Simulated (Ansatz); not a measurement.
In doubt: masses and optical values from hybrid runs of this build are listed as unsure (in some of the runs), which bears on the screening that GW takes from such a start.

Consider Ga2O3 (R-3c).

```xyz
10
Lattice="2.4987 1.4426 4.4835 -2.4987 1.4426 4.4835 0.0000 -2.8852 4.4835" Properties=species:S:1:pos:R:3 pbc="T T T"
Ga    0.0000    0.0000   11.5082
Ga    0.0000    0.0000    8.6678
Ga    0.0000    0.0000    1.9425
Ga    0.0000    0.0000    4.7829
O     0.7575    1.5732    5.6044
O     0.9837   -1.4426    5.6044
O    -1.7412   -0.1306    5.6044
O    -0.7575   -1.5732    7.8462
O     1.7412    0.1306    7.8462
O    -0.9837    1.4426    7.8462
```

The cell and positions are those that the Materials Project relaxed with its own functionals (PBE, PBE+U or r2SCAN), kept fixed. This is not the form that Ga2O3 usually takes at ambient conditions. PAW set soft_2, made with PBE.

Gaps computed with Ansatz 0.2.0 without a self-energy: HSE06 4.55 eV, r2SCAN 3.48 eV and PBE0 5.26 eV.

What gap should G0W0 on HSE06 give (4×4×4 mesh, 207 empty bands, screening to 96 eV, default PAW files)?

About 5.30 eV: on its mesh the run moves the gap from 4.60 eV by +0.75 eV, and the mesh misses the edges by 0.05 eV. Among the scalar-relativistic levels given, PBE0 is nearest (−0.04 eV). Bands and cutoff are finite, so the gap is not at the basis limit. The miss can reach some tenths of an eV and take either sign; the mesh is an error of its own. The many-body steps are scalar-relativistic: spin-orbit coupling is not in them.

[Paths, hosts, dates, memory and timing lines, banners, echoed tables and standing remarks are left out of the program output.]

[Logs are printed without paths, hosts, clocks, repeated set-up lines and the standing remarks that a program may print on its own settings, such as how far it seeks lower states.]

[Runs of the session that timed out or met a known fault of the program may be left out.]

[Cells called generated may have been cut or substituted from an entry of the Crystallography Open Database or the Materials Project.]

[Hosts, paths, dates, database ids (printed as entryN), source tags and the programs' standing remarks are cut or masked in the printed files.]
